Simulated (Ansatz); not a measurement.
# Sr2SiS4 (P2_1/m): a many-body input that goes wrong, and its mend

What is wrong with this input for Sr2SiS4 (P2_1/m)?

Program: Ansatz 0.2.0. Level of theory: G0W0 on r2SCAN, plane waves, PAW. Values are calculated unless marked as measured.

**1. Set-up**

Symmetry: P2_1/m, No. 11, monoclinic system. The conventional cell has a = 6.609 Å, b = 6.660 Å, c = 8.262 Å, α = 90.00°, β = 108.22°, γ = 90.00°. Nearest to Sr lie 9 S at 2.96 to 3.80 Å and 4 Si at 3.51 to 3.93 Å. Nearest to Sr lie 8 S at 3.04 to 3.46 Å and 3 Si at 3.71 to 3.89 Å. Nearest to Si lie 4 S at 2.12 to 2.13 Å and 7 Sr at 3.51 to 3.93 Å. Nearest to S lie 1 Si at 2.12 Å and 5 Sr at 3.03 to 3.80 Å. Nearest to S lie 1 Si at 2.13 Å and 4 Sr at 2.96 to 3.46 Å. S has 1 Si at 2.12 Å and 4 Sr at 3.01 to 3.13 Å nearest. Farther neighbours, and contacts between anions beyond the nearest, are not listed.

The cell and positions are those that the Materials Project relaxed with its own functionals (PBE, PBE+U or r2SCAN), kept fixed. The default PAW set here is soft_2. Its files were made with PBE.

**2. First try**

The input, input.yaml:

```yaml
crystal:
  lattice:
    - [6.6087392105, 0.0, 0.0]
    - [0.0, 6.65954238, 0.0]
    - [-2.5827482587, 0.0, 7.848229828]
  atoms:
    - { symbol: Sr, position: [0.2836712, 0.75, 0.95180912] }
    - { symbol: Sr, position: [0.7163288, 0.25, 0.04819088] }
    - { symbol: Sr, position: [0.2248299, 0.75, 0.42926377] }
    - { symbol: Sr, position: [0.7751701, 0.25, 0.57073623] }
    - { symbol: Si, position: [0.72130103, 0.75, 0.7968462] }
    - { symbol: Si, position: [0.27869897, 0.25, 0.2031538] }
    - { symbol: S, position: [0.88645343, 0.75, 0.06157594] }
    - { symbol: S, position: [0.11354657, 0.25, 0.93842406] }
    - { symbol: S, position: [0.91690048, 0.75, 0.63566798] }
    - { symbol: S, position: [0.08309952, 0.25, 0.36433202] }
    - { symbol: S, position: [0.51038414, 0.50196672, 0.7372482] }
    - { symbol: S, position: [0.48961586, 0.00196672, 0.2627518] }
    - { symbol: S, position: [0.48961586, 0.49803328, 0.2627518] }
    - { symbol: S, position: [0.51038414, 0.99803328, 0.7372482] }
kpoints:
  mp_grid: { grid: [2, 2, 2] }
hamiltonian:
  xc: r2scan
scf:
  occupations: { method: fixed }
gw:
  n_empty_bands: 4
  ecut_chi: 60
  qp_bands: [v1, c9]
  qp_kpoints: band_edges
  screening: { model: contour_deformation }
```

On the command line:

```console
$ ansatz run input.yaml --threads 24 --pin off --max-ram 82944MiB --backend cuda --events-out ev --progress --plain --runs-dir out --devices 1 --max-vram 78GiB
```

The program printed:

```text
Error: invalid value for `gw.qp_bands`: [v1, c9] must end among the 52 bands that are solved (gw.n_empty_bands), of which c4 is the highest
```

It took 0.1 s on 24 threads of Arm Neoverse V2, shared host; peak memory 0.053 GiB.

**Diagnosis.**

The input was rejected at the start.

The program's message: “Error: invalid value for `gw.qp_bands`: [v1, c9] must end among the 52 bands that are solved (gw.n_empty_bands), of which c4 is the highest”

The fault: window above the summed bands. Levels can be corrected only among the bands that are solved.

**3. A better input**

G0W0 replaces the xc potential by the self-energy, built once from these orbitals. Only a window of levels is corrected, while the sums run over the empty bands that the input names.

Changes to input.yaml since step 2:

```diff
@@ -27,5 +27,5 @@
 gw:
-  n_empty_bands: 4
-  ecut_chi: 60
-  qp_bands: [v1, c9]
+  n_empty_bands: 148
+  ecut_chi: 33
+  qp_bands: [v4, c4]
   qp_kpoints: band_edges
```

The program printed:

```text
GPUs: using 1 of 1 available (devices: 1).
[...]
Crystal: 14 atoms, lattice volume = 345.410 Å³
Basis set: ecut = 500 eV, 8735 PW (Γ), exchange–correlation on 200×200×256 points (64 copies of the dense FFT grid, shifted against one another)
Bands: 62, of which v1, the nominal top of the filled ones, is band 48 counted from 1 (47 counted from 0)
Symmetry: 4 space group operations
[...]
k-points: 8
[...]
SCF iter   1: F=—  HF=-22770.275643 eV  |F-HF|=—  |Δ(HF+E_count)|=         —  Δρ=4.35e-3  dr2=6.68e-2  dr2_τ=1.34e-1  ethr=1.77e-3  ⟨swp⟩=6.8  Hψ=2001  notcnv=0  defer=81
[...]
SCF iter   7: F=-22770.525308 eV  HF=-22770.525308 eV  |F-HF|=2.20e-9  |Δ(HF+E_count)|=   4.90e-8  Δρ=2.20e-6  dr2=3.19e-8  dr2_τ=1.85e-9  ethr=1.04e-10  ⟨swp⟩=20.2  Hψ=3353  notcnv=0
SCF 1 converged in 7 iterations: F = -22770.525308 eV  dr2 = 3.19e-8
[...]
NSCF: frozen V_eff on 8 k-points
[...]
SCF converged after 7 iterations
[...]
0    52      9.7756    -6.4634    -3.3415   -10.8665  0.8242    10.8493    10.8372  root
     1    45      4.6741   -17.4297     2.6656   -14.5125  0.7938     4.4218     4.4226  root
     1    46      4.8412   -17.5012     2.6828   -14.5852  0.7936     4.6074     4.6080  root
     1    47      5.0339   -18.2404     2.7013   -15.3842  0.7974     4.8788     4.8792  root
     1    48      5.1877   -18.3350     2.6975   -15.5056  0.7963     5.0557     5.0559  root
     1    49      9.3451    -7.0316    -3.2876   -11.4533  0.8239    10.4926    10.4792  root
     1    50      9.5909    -7.8245    -3.3748   -12.4711  0.8203    10.8805    10.8627  root
     1    51      9.6499    -6.3444    -3.3605   -10.7689  0.8250    10.7259    10.7139  root
[...]
7    49      9.9845    -6.7122    -3.3934   -11.2370  0.8217    11.1303    11.1157  root
     7    50      9.9845    -6.7122    -3.3934   -11.2370  0.8217    11.1303    11.1157  root
     7    51     10.0826    -6.2416    -3.4197   -10.7838  0.8220    11.2197    11.2051  root
     7    52     10.0826    -6.2416    -3.4197   -10.7838  0.8220    11.2197    11.2051  root
```

Elapsed: 4.1 s, on 1 × NVIDIA GB200 (shared by 2 runs) with 24 threads; peak memory 1.9 GiB; 16 s of CPU time.

This step gave:

```yaml
bands_summed: 196
rpa_eps_infinity_on_this_mesh_eigenvalues: 4.008, 4.062, 4.345
plane_waves_in_the_screening_matrix: 143
q_points_in_the_mesh: 8
g0w0_gap_on_the_mesh: 4.494 eV
k_of_the_valence_top: 0, 0, 0
k_of_the_conduction_bottom: -0.5, 0, 0
starting_gap_on_the_mesh: 3.399 eV
z_at_the_valence_top: 0.7947
z_at_the_conduction_bottom: 0.8292
least_direct_g0w0_gap_on_the_computed_points: 4.678 eV
```

The gap on the mesh goes from 3.40 eV to 4.49 eV, a correction of +1.09 eV. Between the two edge states, bare exchange in place of the xc potential would open the gap by 7.02 eV, and correlation takes back 5.93 eV.

**4. Outcome**

* first try: refused after 0.1 s
* better run: G0W0 gap on the mesh 4.49 eV (2×2×2 mesh, 148 empty bands, screening to 33 eV)

The second run differs in: empty bands, screening cutoff (eV) and levels asked. Bands and cutoff are finite, so the gap stands short of the basis limit, usually by up to a few tenths of an eV; the mesh is an error of its own. Mesh or cutoff lie under what a gap needs, so these runs test behaviour and cost; their gaps are not to be quoted. The 2×2×2 mesh is coarse for this cell (its supercell is 13 Å along the shortest edge). The RPA ε∞ on it, from the r2SCAN start, is 4.01, 4.06 and 4.35; such meshes misread the long-range screening, most where the gap is narrow. The many-body steps are scalar-relativistic: spin-orbit coupling is not in them.

[Long decimals in the printed logs are rounded to 6 places.]

[Logs are printed without paths, hosts, clocks, repeated set-up lines and the standing remarks that a program may print on its own settings, such as how far it seeks lower states.]

[Paths, hosts, dates, memory and timing lines, banners, echoed tables and standing remarks are left out of the program output; an Ansatz launch command may be rebuilt from the run's recorded settings. Measured values are a selection of at most five: reports struck by readers or far from the other reports are left out. None is set beside runs whose start may be inverted or whose files or cutoffs have a known fault.]

[Runs of the session that timed out or met a known fault of the program may be left out.]

[Cells called generated may have been cut or substituted from an entry of the Crystallography Open Database or the Materials Project.]

[Hosts, paths, dates, database ids (printed as entryN), source tags and the programs' standing remarks are cut or masked in the printed files.]

[Where the starting crystal was built by hand or by swapping elements, it need not be the compound's stable phase.]
